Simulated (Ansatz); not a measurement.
# In6WO12 (R-3): the host for defect calculations, part 2 of 4

Before any defect goes in: In6WO12 (R-3) at rest, and how it screens a charge.

Ansatz 0.2.0; plane-wave PAW DFT, PBEsol; relaxation of the host's cell and atoms (the session's first sound run).

So far: Set-up; Host cell relaxation. The relaxed cell has a = 9.520, c = 8.949 Å (conventional setting).

### Step 3. Dielectric tensors of the host

The response to a uniform electric field gives the electronic dielectric tensor.

This step: plane-wave PAW DFPT, PBEsol; dielectric tensors, Born charges and zone-centre modes of the host (Ansatz 0.2.0).

eps/input.yaml

```yaml
crystal:
  lattice:
    - [4.7599382575, 2.7481516177, 2.9831387384]
    - [-4.7599382575, 2.7481516177, 2.9831387384]
    - [0.0, -5.4963032852, 2.9831386924]
  atoms:
    - { symbol: In, position: [0.1395378404, 0.3224005758, 0.6054555834] }
    - { symbol: In, position: [0.3224005758, 0.6054555834, 0.1395378404] }
    - { symbol: In, position: [0.6054555834, 0.1395378404, 0.3224005758] }
    - { symbol: In, position: [0.8604621596, 0.6775994242, 0.3945444166] }
    - { symbol: In, position: [0.6775994242, 0.3945444166, 0.8604621596] }
    - { symbol: In, position: [0.3945444166, 0.8604621596, 0.6775994242] }
    - { symbol: W, position: [1.0, 0.0, 0.0] }
    - { symbol: O, position: [0.4058179593, 0.5857759008, 0.8239748186] }
    - { symbol: O, position: [0.5857759008, 0.8239748186, 0.4058179593] }
    - { symbol: O, position: [0.8239748186, 0.4058179593, 0.5857759008] }
    - { symbol: O, position: [0.5941820407, 0.4142240992, 0.1760251814] }
    - { symbol: O, position: [0.4142240992, 0.1760251814, 0.5941820407] }
    - { symbol: O, position: [0.1760251814, 0.5941820407, 0.4142240992] }
    - { symbol: O, position: [0.9589437751, 0.1025814011, 0.2953603308] }
    - { symbol: O, position: [0.7046396692, 0.0410562249, 0.8974185989] }
    - { symbol: O, position: [0.8974185989, 0.7046396692, 0.0410562249] }
    - { symbol: O, position: [0.0410562249, 0.8974185989, 0.7046396692] }
    - { symbol: O, position: [0.2953603308, 0.9589437751, 0.1025814011] }
    - { symbol: O, position: [0.1025814011, 0.2953603308, 0.9589437751] }
basis:
  ecutwfc: 420
hamiltonian:
  xc: pbesol
kpoints:
  mp_grid: { grid: [4, 4, 4] }
scf:
  occupations: { method: fixed }
  max_iter: 100
phonons:
  method: dfpt
  dielectric: true
  rigid_motions: translations
```

Launch:

```
$ ansatz run input.yaml --threads 4 --pin off --max-ram 7536MiB --backend cpu --events-out ev --progress --plain --runs-dir out
```

Numbers of over 12 decimals in the logs are rounded to 6 here.

Output:

```text
[...]
Crystal: 19 atoms, lattice volume = 234.135 Å³
Basis set: ecut = 420 eV, 4581 PW (Γ), exchange–correlation on 90×90×90 points (8 copies of the dense FFT grid, shifted against one another)
Bands: 101, of which v1, the nominal top of the filled ones, is band 82 counted from 1 (81 counted from 0)
Symmetry: 6 space group operations
k-points: 36 of 64 (irreducible under 1 space group operation, time reversal used)
[...]
SCF iter   1: F=—  HF=-50141.813054 eV  |F-HF|=—  |Δ(HF+E_count)|=         —  Δρ=1.69e-2  dr2=5.48e-1  ethr=1.77e-3  ⟨swp⟩=5.0  Hψ=12530  notcnv=0  defer=607
[...]
SCF iter  10: F=-50141.670334 eV  HF=-50141.670334 eV  |F-HF|=4.37e-11  |Δ(HF+E_count)|=   1.05e-9  Δρ=1.44e-7  dr2=3.86e-11  ethr=1.00e-12  ⟨swp⟩=14.3  Hψ=25690  notcnv=0
SCF 1 converged in 10 iterations: F = -50141.670334 eV  dr2 = 3.86e-11
[...]
NSCF: frozen V_eff on 2 k-points
[...]
DFPT response loops at q = (0, 0, 0) (fractional): preconditioner auto → Resta (q_TF=auto, 2.571 Å⁻¹)  ε∞=5.4 (no band partly filled); β = 1.00, the filter's whole step (`scf.mixing.beta` (0.50) is not read by the response loops at its default; [...]
DFPT response loops at Γ: preconditioner auto → Resta (q_TF=auto, 2.571 Å⁻¹)  ε∞=5.4 (no band partly filled); β = 1.00, the filter's whole step (`scf.mixing.beta` (0.50) is not read by the response loops at its default; [...]
── the response to a field inside a basis, on 6×6×6 k-points: an SCF that follows is theirs, and a resumed run solves both again ──
Bands: 83, of which v1, the nominal top of the filled ones, is band 82 counted from 1 (81 counted from 0)
k-points: 38 of 216
[...]
Eigensolver: Dense (38 Hₖ)
SCF iter   1: F=—  HF=-50141.078306 eV  |F-HF|=—  |Δ(HF+E_count)|=         —  Δρ=5.05e-4  dr2=1.70e-4  ethr=1.00e-1
[...]
SCF iter   6: F=-50141.078353 eV  HF=-50141.078353 eV  |F-HF|=1.51e-8  |Δ(HF+E_count)|=   7.41e-8  Δρ=3.48e-6  dr2=3.48e-8  ethr=8.20e-11
SCF 1 converged in 6 iterations: F = -50141.078353 eV  dr2 = 3.48e-8
[...]
WARN: field response: ε∞ stands inside a basis, on 6×6×6 points; [...]
SCF converged after 10 iterations
Free energy (F): -50141.670334 eV
[...]
Internal energy: -50141.670334 eV  (E = F + TS)
E sigma→0 (E₀):  -50141.670334 eV
Fermi energy:    8.970660 eV
[...]
--- Band table (eV; the first three rows and the last of 36) ---
[...]
[... further k-points left out ...]
--- Phonons (Γ-DFPT): 11 representative perturbations + reference (Σ response iterations 77) ---
  k mesh reduced under 1 symmetry operation, with k and −k counted as one. Each operation leaves every solved perturbation unchanged. A smaller set is not considered because the run solves the response to a homogeneous field
  ASR residual: 1.056e-4 → 0.000e0 eV/Å²; symmetrization residual: 5.754e-6 eV/Å²
  ASR residual per site (eV/Å²): 8.36e-5 6.82e-5 8.23e-5 8.36e-5 6.82e-5 8.23e-5 5.80e-5 4.65e-5 5.51e-5 5.54e-5 4.65e-5 5.51e-5 5.54e-5 9.84e-5 9.45e-5 1.06e-4 9.84e-5 9.45e-5 1.06e-4
  Γ frequencies (cm⁻¹): 0.00 0.00 0.00 87.30 87.30 92.33 92.33 94.14 116.38 124.30 131.03 131.03 135.61 135.61 164.73 168.94 168.94 173.30 185.04 195.07 195.07 218.78 223.73 239.96 239.96 256.28 256.28 295.70 295.85 295.85 333.45 334.96 334.96 343.42 343.42 [...]
  ε∞ (high-frequency dielectric tensor):
        5.575495    -0.000000     0.000000
       -0.000000     5.575495     0.000000
       -0.000000     0.000000     5.244891
  ε⁰ (static dielectric tensor: ions relaxed, cell fixed):
       50.411089    -0.000000     0.000000
       -0.000000    50.411089     0.000000
        0.000000     0.000000    19.212273
  ε⁰ − ε∞ (ionic part):
       44.835595    -0.000000     0.000000
       -0.000000    44.835595     0.000000
        0.000000     0.000000    13.967383
  softest optical mode at Γ: 87.30 cm⁻¹; the repairs (sum rule, projections) moved no ω² at Γ by more than (2.82 cm⁻¹)²
  Born effective charges Z* (e; rows j = field, columns β = displacement):
    site 0:
         3.37231   -0.34752   -0.00605
        -0.24845    3.73701   -0.49307
         0.17162    0.02935    3.58799
    site 1:
         3.90390   -0.05846   -0.42399
         0.04061    3.20542    0.25177
        -0.06039   -0.16330    3.58799
    site 2:
         3.38777    0.25738    0.43004
         0.35645    3.72155    0.24130
        -0.11123    0.13395    3.58799
    site 3:
         3.37231   -0.34752   -0.00605
        -0.24845    3.73701   -0.49307
         0.17162    0.02935    3.58799
    site 4:
         3.90390   -0.05846   -0.42399
         0.04061    3.20542    0.25177
        -0.06039   -0.16330    3.58799
    site 5:
         3.38777    0.25738    0.43004
         0.35645    3.72155    0.24130
        -0.11123    0.13395    3.58799
    site 6:
         9.00687    0.23660    0.00000
        -0.23660    9.00687    0.00000
        -0.00000    0.00000    7.31457
    site 7:
        -2.35533    0.24691    0.14470
         0.12367   -2.20520   -0.02415
        -0.04777   -0.10845   -2.07684
    site 8:
        -2.40320   -0.09603   -0.09326
        -0.21928   -2.15733   -0.11324
        -0.07004    0.09559   -2.07684
    site 9:
        -2.08227    0.03399   -0.05144
        -0.08926   -2.47827    0.13739
         0.11781    0.01286   -2.07684
    site 10:
        -2.35533    0.24691    0.14470
[...]
site 11:
[...]
site 12:
[...]
site 13:
[...]
site 14:
[...]
site 15:
[...]
site 16:
[...]
site 17:
[...]
site 18:
[...]
Z* charge neutrality: 2.749e-2 e pre-enforcement
  solved inside a basis spanned on kpoints, on 6×6×6 k-points, taken by the longest dipole's decay: ε∞ is read to err by 3.6e-2, Z* by 9.0e-2 e (field_mesh: kpoints solves on kpoints); Z* is corrected for what the basis lacks
  optical modes at Γ without the LO–TO term, one row a degenerate level:
      ω (cm⁻¹)  modes    IR ((D/Å)²/amu)
[...]
optical modes at Γ + LO–TO along q̂ = [1.0000, 0.0000, 0.0000]:
      ω (cm⁻¹)  modes    IR ((D/Å)²/amu)
[...]
optical modes at Γ + LO–TO along q̂ = [0.0000, 1.0000, 0.0000]:
      ω (cm⁻¹)  modes    IR ((D/Å)²/amu)
[...]
optical modes at Γ + LO–TO along q̂ = [0.0000, 0.0000, 1.0000]:
      ω (cm⁻¹)  modes    IR ((D/Å)²/amu)
[...]
440.50      1            19.2076
        442.61      1             0.0000
        473.32      1             0.0000
        478.56      2            65.7142
        553.53      1            30.0992
        554.78      2            44.5125
        561.64      2             0.0000
        586.72      2            22.4515
        606.51      1             0.0000
        660.48      2             0.0000
        670.60      1            92.5840
        799.95      1             0.0000
```

It took 25 min on 4 threads of Arm Neoverse V1, shared host; peak memory 4.7 GiB.

Electronic dielectric tensor:

```
5.58 0.00 0.00
0.00 5.58 0.00
0.00 0.00 5.24
```

Static dielectric tensor:

```
50.41  0.00  0.00
 0.00 50.41  0.00
 0.00  0.00 19.21
```

The principal values of the electronic dielectric tensor are 5.24, 5.58 and 5.58. The principal values of the static dielectric tensor are 19.21, 50.41 and 50.41.

### Step 4. Primitive cell on a dense mesh

A dense mesh gives the host's converged energy, against which the supercell's sampling is tested.

This step: plane-wave PAW DFT, PBEsol; single point of the host's primitive cell on a dense mesh (Ansatz 0.2.0).

dense/input.yaml, as its differences from eps/input.yaml of step 3:

```diff
@@ -27,2 +27,3 @@
   ecutwfc: 420
+  xc_grid: 2
 hamiltonian:
@@ -30,9 +31,5 @@
 kpoints:
-  mp_grid: { grid: [4, 4, 4] }
+  mp_grid: { grid: [5, 5, 5] }
 scf:
-  occupations: { method: fixed }
-  max_iter: 100
-phonons:
-  method: dfpt
-  dielectric: true
-  rigid_motions: translations
+  occupations: { method: fermi_dirac, width: 0.01 }
+  max_iter: 80
```

Output:

```text
[...]
Crystal: 19 atoms, lattice volume = 234.135 Å³
Basis set: ecut = 420 eV, 4581 PW (Γ), exchange–correlation on 90×90×90 points (8 copies of the dense FFT grid, shifted against one another)
Bands: 101, of which v1, the nominal top of the filled ones, is band 82 counted from 1 (81 counted from 0)
Symmetry: 6 space group operations
[...]
k-points: 23 of 125
[...]
SCF iter   1: F=—  HF=-50141.813106 eV  |F-HF|=—  |Δ(HF+E_count)|=         —  Δρ=1.70e-2  dr2=5.50e-1  ethr=1.77e-3  ⟨swp⟩=6.1  Hψ=9470  notcnv=0  defer=8
[...]
SCF iter   3: F=—  HF=-50141.670809 eV  |F-HF|=—  |Δ(HF+E_count)|=   6.28e-3  Δρ=1.43e-3  dr2=4.13e-3  ethr=2.02e-5  ⟨swp⟩=2.4  Hψ=2970  notcnv=0  defer=178
automatic band count: iteration 3 solves 95 bands in place of 101: the levels show a gap, and the empty bands left out lie too high to hold charge; the band table lists the bands solved (type scf.n_extra_bands for more)
SCF iter   4: F=—  HF=-50141.670413 eV  |F-HF|=—  |Δ(HF+E_count)|=   3.96e-4  Δρ=5.15e-4  dr2=6.68e-4  ethr=2.52e-6  ⟨swp⟩=2.4  Hψ=3485  notcnv=0  defer=178
[...]
SCF iter   8: F=-50141.670366 eV  HF=-50141.670366 eV  |F-HF|=5.41e-8  |Δ(HF+E_count)|=   1.36e-6  Δρ=4.61e-6  dr2=3.95e-8  ethr=1.43e-10  ⟨swp⟩=3.0  Hψ=4827  notcnv=0
SCF 1 converged in 8 iterations: F = -50141.670366 eV  dr2 = 3.95e-8
[...]
SCF converged after 8 iterations
Free energy (F): -50141.670366 eV
[...]
Internal energy: -50141.670366 eV  (E = F + TS)
E sigma→0 (E₀):  -50141.670366 eV
Fermi energy:    9.991172 eV
[...]
```

Run time: 8.8 s. Hardware: 4 threads; peak memory 1 GiB.

### Step 5. Self-consistent run

This step: plane-wave PAW DFT, PBEsol; single point of the defect-free supercell, a test of its k-points (Ansatz 0.2.0).

System of this step: In6WO12 (R-3). The cell holds 57 atoms: 18 In, 3 W and 36 O. Cell: a = 9.520 Å, b = 9.520 Å, c = 8.949 Å, α = 90.0°, β = 90.0°, γ = 120.0°.

pristine.sampling/input.yaml

```yaml
crystal:
  lattice:
    - [9.519876515, 0.0, 0.0]
    - [-4.7599382575, 8.2444549029, 4.6e-08]
    - [0.0, -4.99e-08, 8.9494161692]
  atoms:
    - { symbol: In, position: [0.1170731738, 0.4170090831, 0.0224646665] }
    - { symbol: In, position: [0.4504065071, 0.0836757498, 0.6891313332] }
    - { symbol: In, position: [0.7837398405, 0.7503424164, 0.3557979998] }
    - { symbol: In, position: [0.2999359093, 0.8829268262, 0.0224646665] }
    - { symbol: In, position: [0.6332692426, 0.5495934929, 0.6891313332] }
    - { symbol: In, position: [0.966602576, 0.2162601595, 0.3557979998] }
    - { symbol: In, position: [0.2496575836, 0.033397424, 0.3557979998] }
    - { symbol: In, position: [0.5829909169, 0.7000640907, 0.0224646665] }
    - { symbol: In, position: [0.9163242502, 0.3667307574, 0.6891313332] }
    - { symbol: In, position: [0.2162601595, 0.2496575836, 0.6442020002] }
    - { symbol: In, position: [0.5495934929, 0.9163242502, 0.3108686668] }
    - { symbol: In, position: [0.8829268262, 0.5829909169, 0.9775353335] }
    - { symbol: In, position: [0.033397424, 0.7837398405, 0.6442020002] }
    - { symbol: In, position: [0.3667307574, 0.4504065071, 0.3108686668] }
    - { symbol: In, position: [0.7000640907, 0.1170731738, 0.9775353335] }
    - { symbol: In, position: [0.0836757498, 0.6332692426, 0.3108686668] }
    - { symbol: In, position: [0.4170090831, 0.2999359093, 0.9775353335] }
    - { symbol: In, position: [0.7503424164, 0.966602576, 0.6442020002] }
    - { symbol: W, position: [0.0, 0.0, 0.0] }
    - { symbol: W, position: [0.3333333333, 0.6666666667, 0.6666666667] }
    - { symbol: W, position: [0.6666666667, 0.3333333333, 0.3333333333] }
    - { symbol: O, position: [0.1339617331, 0.4478814076, 0.2718562262] }
    - { symbol: O, position: [0.4672950664, 0.1145480743, 0.9385228929] }
    - { symbol: O, position: [0.8006283997, 0.781214741, 0.6051895596] }
    - { symbol: O, position: [0.3139196746, 0.8660382669, 0.2718562262] }
    - { symbol: O, position: [0.6472530079, 0.5327049336, 0.9385228929] }
    - { symbol: O, position: [0.9805863412, 0.1993716003, 0.6051895596] }
    - { symbol: O, position: [0.218785259, 0.0194136588, 0.6051895596] }
    - { symbol: O, position: [0.5521185924, 0.6860803254, 0.2718562262] }
    - { symbol: O, position: [0.8854519257, 0.3527469921, 0.9385228929] }
    - { symbol: O, position: [0.1993716003, 0.218785259, 0.3948104404] }
    - { symbol: O, position: [0.5327049336, 0.8854519257, 0.0614771071] }
    - { symbol: O, position: [0.8660382669, 0.5521185924, 0.7281437738] }
    - { symbol: O, position: [0.0194136588, 0.8006283997, 0.3948104404] }
    - { symbol: O, position: [0.3527469921, 0.4672950664, 0.0614771071] }
    - { symbol: O, position: [0.6860803254, 0.1339617331, 0.7281437738] }
    - { symbol: O, position: [0.1145480743, 0.6472530079, 0.0614771071] }
    - { symbol: O, position: [0.4478814076, 0.3139196746, 0.7281437738] }
    - { symbol: O, position: [0.781214741, 0.9805863412, 0.3948104404] }
    - { symbol: O, position: [0.1733152728, 0.4902681715, 0.7856285023] }
    - { symbol: O, position: [0.5066486061, 0.1569348382, 0.452295169] }
    - { symbol: O, position: [0.8399819394, 0.8236015049, 0.1189618357] }
    - { symbol: O, position: [0.1569348382, 0.6502862321, 0.547704831] }
    - { symbol: O, position: [0.4902681715, 0.3169528988, 0.2143714977] }
    - { symbol: O, position: [0.8236015049, 0.9836195654, 0.8810381643] }
    - { symbol: O, position: [0.0163804346, 0.8399819394, 0.8810381643] }
    - { symbol: O, position: [0.3497137679, 0.5066486061, 0.547704831] }
    - { symbol: O, position: [0.6830471012, 0.1733152728, 0.2143714977] }
    - { symbol: O, position: [0.1600180606, 0.1763984951, 0.8810381643] }
    - { symbol: O, position: [0.4933513939, 0.8430651618, 0.547704831] }
    - { symbol: O, position: [0.8266847272, 0.5097318285, 0.2143714977] }
    - { symbol: O, position: [0.1763984951, 0.0163804346, 0.1189618357] }
    - { symbol: O, position: [0.5097318285, 0.6830471012, 0.7856285023] }
    - { symbol: O, position: [0.8430651618, 0.3497137679, 0.452295169] }
    - { symbol: O, position: [0.3169528988, 0.8266847272, 0.7856285023] }
    - { symbol: O, position: [0.6502862321, 0.4933513939, 0.452295169] }
    - { symbol: O, position: [0.9836195654, 0.1600180606, 0.1189618357] }
basis:
  ecutwfc: 420
  xc_grid: 2
hamiltonian:
  xc: pbesol
kpoints:
  mp_grid: { grid: [1, 1, 1], shift: [0.25, 0.25, 0.25] }
scf:
  occupations: { method: fermi_dirac, width: 0.01 }
  max_iter: 80
```

Output:

```text
[...]
Crystal: 57 atoms, lattice volume = 702.406 Å³
Basis set: ecut = 420 eV, 13709 PW (Γ), exchange–correlation on 128×128×120 points (8 copies of the dense FFT grid, shifted against one another)
Bands: 303, of which v1, the nominal top of the filled ones, is band 246 counted from 1 (245 counted from 0)
Symmetry: 6 space group operations
k-points: 1
[...]
SCF iter   1: F=—  HF=-150425.439819 eV  |F-HF|=—  |Δ(HF+E_count)|=         —  Δρ=1.68e-2  dr2=1.60e0  ethr=1.77e-3  ⟨swp⟩=6.0  Hψ=1233  notcnv=0
[...]
SCF iter   9: F=-150425.019858 eV  HF=-150425.019858 eV  |F-HF|=2.95e-8  |Δ(HF+E_count)|=   1.23e-8  Δρ=5.17e-6  dr2=1.54e-7  ethr=1.43e-10  ⟨swp⟩=3.0  Hψ=538  notcnv=0
SCF 1 converged in 9 iterations: F = -150425.019858 eV  dr2 = 1.54e-7
[...]
SCF converged after 9 iterations
Free energy (F): -150425.019858 eV
[...]
Internal energy: -150425.019858 eV  (E = F + TS)
E sigma→0 (E₀):  -150425.019858 eV
Fermi energy:    10.509785 eV
[...]
```

The job ended after 5.6 s (4 threads; peak memory 1.4 GiB; 20 s of CPU time).

This step gave:

```
energy over dense mesh : -1.54e-4 eV/atom
```

(Part 2 of 4 ends here.)

[Logs are printed without paths, hosts, clocks, repeated set-up lines and the standing remarks that a program may print on its own settings, such as how far it seeks lower states.]

[Hosts, paths, dates, database ids (printed as entryN), source tags and the programs' standing remarks are cut or masked in the printed files.]

[Runs of the host that timed out are not shown.]

[For some hosts the program warned that the k-mesh of the response run may be too coarse for force constants and the static dielectric constant; such warnings are not always shown.]
